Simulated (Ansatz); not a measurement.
**Amorphous C: valence band and core levels**

How wide do site differences make the core lines of amorphous C?

Main program and level: Ansatz 0.2.0; DFT, PBE, plane-wave PAW, default files, scalar-relativistic.

Most raw output is cut from this account.

## (1) The starting structure

The cell holds 30 atoms: 30 C. Cell: a = 6.128 Å, b = 6.128 Å, c = 6.128 Å, α = 90.0°, β = 90.0°, γ = 90.0°. How the cell was made: glass; density 2.6 g/cm³; hottest run set to 3500 K; random start, relaxed, three short dynamics runs, relaxed.

## (2) Dynamics at 3500 K

A short run with the thermostat set to 3500 K, starting from rest and too brief to equilibrate, lets the random network rearrange; the cutoff and mesh are cut down, since only a plausible structure is wanted.

File input.yaml:

```yaml
crystal:
  lattice:
    - [6.1281413518, 0.0, 0.0]
    - [0.0, 6.1281413518, 0.0]
    - [0.0, 0.0, 6.1281413518]
  atoms:
    - { symbol: C, position: [0.47923699, 0.94967473, 0.19925781] }
    - { symbol: C, position: [0.98625369, 0.39430194, 0.42363612] }
    - { symbol: C, position: [0.07147257, 0.74691276, 0.64950982] }
    - { symbol: C, position: [0.37635131, 0.75954253, 0.26026064] }
    - { symbol: C, position: [0.59937129, 0.31567385, 0.24937578] }
    - { symbol: C, position: [0.14969237, 0.11319909, 0.82930855] }
    - { symbol: C, position: [0.19935196, 0.52015804, 0.97535968] }
    - { symbol: C, position: [0.2841235, 0.28249185, 0.94494018] }
[... 18 atom lines left out ...]
    - { symbol: C, position: [0.45359185, 0.17090108, 0.10174423] }
    - { symbol: C, position: [0.85081295, 0.39504604, 0.86193638] }
    - { symbol: C, position: [0.83819166, 0.03445302, 0.38037944] }
    - { symbol: C, position: [0.93173455, 0.17692526, 0.8531187] }
kpoints:
  mp_grid: { grid: [1, 1, 1] }
scf:
  occupations: { method: fermi_dirac, width: 0.1 }
  n_extra_bands: 21
hamiltonian:
  xc: pbe
  pseudopotentials: { kind: paw }
output:
  forces: true
basis:
  ecutwfc: 320
md:
  timestep: 1.5
  n_steps: 150
  ensemble: nvt_langevin
  temperature: 3500
  seed: 0
```

Started as:

```
$ ansatz run input.yaml --threads 8 --pin off --max-ram 40960MiB --backend cuda --events-out ev --progress --plain --runs-dir out
```

Run time: 18 s. Hardware: 1 × NVIDIA GB200 with 8 threads of Arm Neoverse V2, shared host; peak memory 0.98 GiB; 33 s of CPU time.

The trajectory, sampled:

```
time (fs)  T (K)  potential (meV/atom)
      0.0      0                   0.0
     15.0    913                  30.0
     30.0   1131                 139.3
     45.0   1356                 126.6
     60.0   1776                 147.8
     75.0   2096                 217.3
     90.0   2375                 231.1
    105.0   2668                 225.1
    120.0   2565                 294.2
    135.0   3012                 243.0
    150.0   3219                 221.6
    165.0   3216                 224.3
    180.0   3025                 325.3
    195.0   2532                 419.0
    210.0   3330                 334.7
    225.0   3237                 296.2
```

Mean square displacement at the end: C 0.45 Å².

Positions (Å) and forces (eV/Å) at 225.0 fs:

```xyz
30
Lattice="6.128 0.000 0.000 0.000 6.128 0.000 0.000 0.000 6.128" Properties=species:S:1:pos:R:3:forces:R:3 pbc="T T T"
C     3.365    6.634    0.840   -3.640   -2.050   -3.308
C     5.893    3.536    1.825    2.414    7.140   -0.604
C     1.470    5.508    2.193   -3.490   -0.922    4.030
C     2.566    5.397    1.245   -1.146    6.858   -2.190
C     3.971    2.613    1.595   -1.399   -3.077   -2.221
C     1.718    0.877    4.600   -1.987   -0.185   -1.971
C     2.165    3.441    4.865   -1.757   -0.678    1.038
C     2.803    1.819    5.105   -2.884    3.175   -1.069
C     3.591   -0.198    3.952   -2.037    0.112   -3.900
C     5.746    4.400    4.451   -2.058    1.075    1.163
C     1.029    4.033    1.945   -1.814   -3.394    1.662
C     0.681    3.365    4.299    2.654    3.563    2.008
C     3.977   -0.066    5.337    0.287    0.183   -2.136
C     3.311    2.926    4.177    1.188    0.713    0.838
C     5.987    6.000    2.226    0.270    0.747   -0.351
C     2.100   -0.035    3.511    2.879    0.468    2.056
C     4.718    6.480    0.688    1.602   -2.627    3.377
C     5.391   -0.149    4.859    5.961   -0.359   -0.432
C     2.049    3.237    1.255    0.401   -3.888    4.485
C     5.342    2.399    1.628   -1.141   -0.486   -0.034
C     4.950    5.090    1.462    1.833   -0.336    0.506
C     2.574    4.222    0.500    1.467    0.202   -7.299
C     3.580    4.893    2.051    4.123   -6.315    1.692
C     5.122    5.883    3.385   -2.382   -0.471    5.224
C     3.144    3.391    2.371    1.301    2.601    0.948
C     4.687    3.258   -1.598    2.582    0.399    0.747
C     2.990    1.904    0.806   -1.256    1.837   -1.603
C     5.844    2.378    4.648   -0.406    0.286   -1.014
C     5.694    1.083    1.541   -0.871   -1.213   -3.040
C     6.399    1.097    4.733   -0.697   -3.357    1.397
```

From the last frames. Pair distribution g(r), C–C against r; read off at these points:

```
r (Å)  pair distribution g(r), C–C
 0.03                            0
 0.19                            0
 0.29                            0
 0.46                            0
 0.62                            0
 0.78                            0
 0.88                            0
 1.05                            0
 1.21                        0.196
 1.37                         2.08
 1.42                         3.52
 1.47                         2.79
 1.64                        0.497
 1.80                        0.529
 1.90                        0.550
 2.06                        0.378
 2.23                        0.632
 2.39                         1.28
 2.49                         1.10
 2.65                         1.19
 2.71                         1.36
 2.82                        0.622
 2.92                         1.02
 3.08                        0.679
 3.19                         1.23
 3.24                        0.992
 3.40                        0.826
 3.51                         1.11
 3.67                         1.24
 3.83                         1.19
 3.89                         1.30
 3.99                         1.22
 4.10                         1.25
 4.26                        0.877
```

Beyond half the shortest lattice vector, 3.1 Å, g(r) counts periodic images.

This step gave:

```
free energy             : -7482.8480 eV
energy at zero smearing : -7482.7474 eV
smearing term TS        : 0.2011 eV
Fermi energy            : 9.188 eV
gap by band count       : 0.2839 eV
symmetry operations     : 1
```

## (3) Dynamics at 1925 K

A short run with the thermostat set to 1925 K, starting from rest and too brief to equilibrate, lets it settle further; the cutoff and mesh are cut down, since only a plausible structure is wanted.

File input.yaml:

```yaml
crystal:
  lattice:
    - [6.1281413518, 0.0, 0.0]
    - [0.0, 6.1281413518, 0.0]
    - [0.0, 0.0, 6.1281413518]
  atoms:
    - { symbol: C, position: [0.5491518477, 1.0825182802, 0.1370491873] }
    - { symbol: C, position: [0.961688037, 0.5769816046, 0.2978555781] }
    - { symbol: C, position: [0.2398972365, 0.8988771195, 0.3578062201] }
    - { symbol: C, position: [0.4187952579, 0.8807448073, 0.2031480869] }
    - { symbol: C, position: [0.6480533729, 0.4263281619, 0.2603182378] }
    - { symbol: C, position: [0.2804096962, 0.1431203922, 0.7506934366] }
    - { symbol: C, position: [0.3532946285, 0.5615139865, 0.7939438737] }
    - { symbol: C, position: [0.4573818049, 0.2968211717, 0.8331233872] }
[... 18 atom lines left out ...]
    - { symbol: C, position: [0.4878363232, 0.3107639041, 0.1314663902] }
    - { symbol: C, position: [0.9536931, 0.3879757748, 0.7583981163] }
    - { symbol: C, position: [0.9292110904, 0.1767166977, 0.2514503798] }
    - { symbol: C, position: [1.0442758166, 0.1790899782, 0.7723053429] }
kpoints:
  mp_grid: { grid: [1, 1, 1] }
scf:
  occupations: { method: fermi_dirac, width: 0.1 }
  n_extra_bands: 21
hamiltonian:
  xc: pbe
  pseudopotentials: { kind: paw }
output:
  forces: true
basis:
  ecutwfc: 320
md:
  timestep: 1.5
  n_steps: 120
  ensemble: nvt_langevin
  temperature: 1925
  seed: 0
```

It took 15 s on 1 × NVIDIA GB200 with 8 threads; peak memory 0.98 GiB; 27 s of CPU time.

The trajectory, sampled:

```
time (fs)  T (K)  potential (meV/atom)
      0.0      0                   0.0
     12.0   2128                -227.7
     24.0   1749                -196.5
     36.0   2083                -271.8
     48.0   1831                -240.0
     60.0   1877                -208.9
     72.0   2280                -233.2
     84.0   2389                -209.4
     96.0   2580                -282.8
    108.0   2370                -266.8
    120.0   1945                -235.5
    132.0   2152                -310.8
    144.0   2378                -386.8
    156.0   1895                -348.1
    168.0   2089                -403.1
    180.0   1670                -334.8
```

Mean square displacement at the end: C 0.52 Å².

Positions (Å) and forces (eV/Å) at 180.0 fs:

```xyz
30
Lattice="6.128 0.000 0.000 0.000 6.128 0.000 0.000 0.000 6.128" Properties=species:S:1:pos:R:3:forces:R:3 pbc="T T T"
C     3.732    6.632    0.058   -1.403   -2.770    2.203
C     6.277    3.712    1.294    2.645    1.004    2.929
C     2.034    5.899    1.949   -0.154   -1.533   -0.850
C     2.699    5.701    0.757    0.647    0.657   -2.176
C     4.927    2.956   -0.251   -2.243   -2.218    0.339
C     1.925    1.566    3.649    4.604   -0.473   -0.906
C     2.326    3.779    4.829    2.498    0.165    0.009
C     2.825    2.337    4.495   -1.159    3.592    0.917
C     3.947    0.250    3.380   -0.052   -0.420   -1.616
C     5.836    5.080    4.300    1.916   -2.904   -2.455
C     1.334    4.239    2.385    2.357   -0.602   -1.033
C     1.077    4.152    4.021    0.079   -1.849   -2.353
C     4.340    0.474    4.696   -1.626    2.264   -0.064
C     3.761    3.427    3.742    0.174   -0.525    4.527
C     6.248    6.929    2.418   -1.891   -4.703    3.351
C     2.635    0.698    2.845    2.458   -3.139    1.910
C     5.206    6.180    0.496    0.438   -0.408   -1.286
C     5.649    0.135    5.045   -0.360   -2.507    3.665
C     2.593    3.480    1.767   -7.760    3.570   -2.833
C     6.024    2.414    0.608    0.034    3.371    2.927
C     5.177    4.930    1.402    2.170   -2.431   -2.453
C     2.933    4.295    0.397   -4.784   -1.587   -2.069
C     4.238    3.854    0.741    1.333    0.340    3.047
C     5.343    5.667    2.876   -1.500    0.859   -0.719
C     3.680    3.149    2.341    3.249    0.986   -2.057
C     5.150    3.617   -1.612   -2.499   -1.109   -2.643
C     3.708    1.714   -0.669    2.725    1.758    0.585
C     6.256    2.878    3.823    0.327    2.892    1.239
C     5.919    1.034    1.217   -0.344    5.206   -5.562
C     6.794    1.750    3.252   -1.881    2.514    3.427
```

From the last frames. Table of pair distribution g(r), C–C by r; read off at these points:

r (Å), pair distribution g(r), C–C and a bar:
```
     0.03       0.00 
     0.13       0.00 
     0.24       0.00 
     0.35       0.00 
     0.51       0.00 
     0.62       0.00 
     0.72       0.00 
     0.83       0.00 
     0.94       0.00 
     1.05       0.00 
     1.15       0.00 
     1.26       0.42 ####
     1.42       2.72 ############################
     1.47       2.92 ##############################
     1.53       2.72 ############################
     1.64       1.84 ###################
     1.74       0.34 ####
     1.85       0.28 ###
     1.96       0.07 #
     2.06       0.07 #
     2.23       0.52 #####
     2.33       0.85 #########
     2.44       1.26 #############
     2.49       1.86 ###################
     2.55       1.77 ##################
     2.65       1.20 ############
     2.76       1.42 ###############
     2.87       0.93 ##########
     3.03       0.94 ##########
     3.14       0.85 #########
     3.24       0.87 #########
     3.35       1.01 ##########
     3.46       0.93 ##########
     3.57       0.98 ##########
     3.67       1.11 ###########
     3.78       1.17 ############
     3.83       1.19 ############
     3.94       1.01 ##########
     4.05       1.15 ############
     4.16       1.02 ##########
     4.26       1.01 ##########
```

Beyond half the shortest lattice vector, 3.1 Å, g(r) counts periodic images.

This step gave:

```
free energy             : -7492.8925 eV
energy at zero smearing : -7492.7759 eV
smearing term TS        : 0.2332 eV
Fermi energy            : 8.760 eV
gap by band count       : 0.2030 eV
```

## (4) Dynamics at 300 K

A short run with the thermostat set to 300 K, starting from rest and too brief to equilibrate, lets it settle further; the cutoff and mesh are cut down, since only a plausible structure is wanted.

File input.yaml:

```yaml
crystal:
  lattice:
    - [6.1281413518, 0.0, 0.0]
    - [0.0, 6.1281413518, 0.0]
    - [0.0, 0.0, 6.1281413518]
  atoms:
    - { symbol: C, position: [0.6089558468, 1.0821956453, 0.0093830361] }
    - { symbol: C, position: [1.0243296131, 0.6057466048, 0.2111887955] }
    - { symbol: C, position: [0.3319869329, 0.9626868905, 0.3180554091] }
    - { symbol: C, position: [0.4404291963, 0.9302662603, 0.1234921669] }
    - { symbol: C, position: [0.8039752025, 0.4822979001, -0.0409762791] }
    - { symbol: C, position: [0.3141897023, 0.2555866658, 0.5954072497] }
    - { symbol: C, position: [0.3795908366, 0.6166165318, 0.7880591714] }
    - { symbol: C, position: [0.4609543687, 0.381386588, 0.7335612264] }
[... 18 atom lines left out ...]
    - { symbol: C, position: [0.605137339, 0.2796431119, -0.109163068] }
    - { symbol: C, position: [1.0207888498, 0.4695791483, 0.6238835936] }
    - { symbol: C, position: [0.9659249847, 0.1687310726, 0.1985117101] }
    - { symbol: C, position: [1.1085793995, 0.2856490065, 0.5306605477] }
kpoints:
  mp_grid: { grid: [1, 1, 1] }
scf:
  occupations: { method: fermi_dirac, width: 0.1 }
  n_extra_bands: 21
hamiltonian:
  xc: pbe
  pseudopotentials: { kind: paw }
output:
  forces: true
basis:
  ecutwfc: 320
md:
  timestep: 1.5
  n_steps: 80
  ensemble: nvt_langevin
  temperature: 300
  seed: 0
```

The job ended after 10 s (1 × NVIDIA GB200 with 8 threads; peak memory 0.98 GiB).

Rows from the run:

```
time (fs)  T (K)  potential (meV/atom)
      0.0      0                   0.0
      7.5   1289                -181.8
     16.5   1227                -192.5
     24.0    964                -174.7
     31.5    733                -164.8
     40.5    783                -181.4
     48.0    893                -207.6
     55.5    657                -182.7
     64.5    735                -202.6
     72.0    751                -214.8
     79.5    661                -209.2
     88.5    611                -209.5
     96.0    627                -218.7
    103.5    573                -221.0
    112.5    542                -230.3
    120.0    458                -223.9
```

Mean square displacement at the end: C 0.038 Å².

Positions (Å) and forces (eV/Å) at 120.0 fs:

```xyz
30
Lattice="6.128 0.000 0.000 0.000 6.128 0.000 0.000 0.000 6.128" Properties=species:S:1:pos:R:3:forces:R:3 pbc="T T T"
C     3.797    6.603    0.099   -0.831    0.323   -0.340
C     6.257    3.881    1.482    2.073   -0.105    0.699
C     2.054    5.876    1.782   -0.908    0.320    1.219
C     2.717    5.726    0.478   -0.725    2.018    1.429
C     4.888    2.990   -0.210   -0.146   -0.909   -3.041
C     2.146    1.521    3.564   -1.126   -0.672   -0.591
C     2.532    3.870    4.700    0.224   -0.205   -0.008
C     2.961    2.428    4.411   -0.297    0.457    1.222
C     4.178    0.433    3.129    1.265   -1.311    0.018
C     5.915    4.985    4.171   -0.103    0.285   -1.615
C     1.381    4.473    2.296    2.421   -2.090   -1.115
C     1.225    4.173    3.831   -0.346   -0.206   -0.202
C     4.584    0.817    4.433    0.012    0.447   -0.583
C     3.829    3.451    3.717    0.572    0.752   -0.004
C     6.363    6.852    2.289    0.389    1.036   -1.658
C     2.805    0.496    2.841    0.330   -0.160   -0.797
C     5.272    6.166    0.297    0.012    2.859    3.364
C     5.446   -0.064    5.015    1.243   -1.952   -1.018
C     2.445    3.605    1.696   -0.078    1.788   -2.156
C     5.961    2.614    0.650    2.199    2.607    2.105
C     5.259    4.985    1.284    1.280   -1.337   -0.819
C     2.845    4.332    0.204    0.611   -2.260   -0.539
C     4.288    3.937    0.732   -4.238   -0.009    1.986
C     5.411    5.742    2.670   -2.291   -0.307    0.521
C     3.677    3.314    2.182   -0.632    1.848   -1.531
C     5.251    3.609   -1.768   -1.599   -0.886   -0.157
C     3.943    1.772   -0.766   -0.462    0.089    1.086
C     6.423    2.928    3.714   -0.544    0.865   -0.736
C     5.976    1.343    1.037    0.381   -5.287    1.422
C     6.912    1.675    3.247    1.314    2.002    1.840
```

From the last frames. Pair distribution g(r), C–C against r; read off at these points:

r (Å), pair distribution g(r), C–C and a bar:
```
     0.03       0.00 
     0.19       0.00 
     0.29       0.00 
     0.46       0.00 
     0.62       0.00 
     0.78       0.00 
     0.88       0.00 
     1.05       0.00 
     1.21       0.00 
     1.37       1.07 ########
     1.42       3.57 ##########################
     1.47       2.97 ######################
     1.53       4.06 ##############################
     1.64       0.96 #######
     1.80       0.35 ###
     1.90       0.00 
     2.06       0.04 
     2.23       0.54 ####
     2.39       1.50 ###########
     2.49       1.45 ###########
     2.55       2.00 ###############
     2.65       1.37 ##########
     2.82       1.34 ##########
     2.92       0.83 ######
     3.08       0.87 ######
     3.24       0.73 #####
     3.40       0.88 ######
     3.51       0.82 ######
     3.67       1.02 ########
     3.83       0.93 #######
     3.89       1.55 ###########
     3.99       0.96 #######
     4.10       1.00 #######
     4.26       1.03 ########
```

Beyond half the shortest lattice vector, 3.1 Å, g(r) counts periodic images.

Numbers from this step:

| Item | Value |
| --- | --- |
| free energy | -7499.6103 eV |
| energy at zero smearing | -7499.6019 eV |
| smearing term TS | 0.01675 eV |
| Fermi energy | 8.748 eV |
| gap by band count | 1.015 eV |

[end of part 1 of 3]

[Logs are printed without paths, hosts, clocks, repeated set-up lines and the standing remarks that a program may print on its own settings, such as how far it seeks lower states.]

[Hosts, paths, dates, database ids (printed as entryN), source tags and the programs' standing remarks are cut or masked in the printed files.]

[Maps of the electrostatic potential energy from Ansatz leave out the sawtooth potential of an applied field or a dipole correction, so their vacuum need not be flat; work functions include it.]
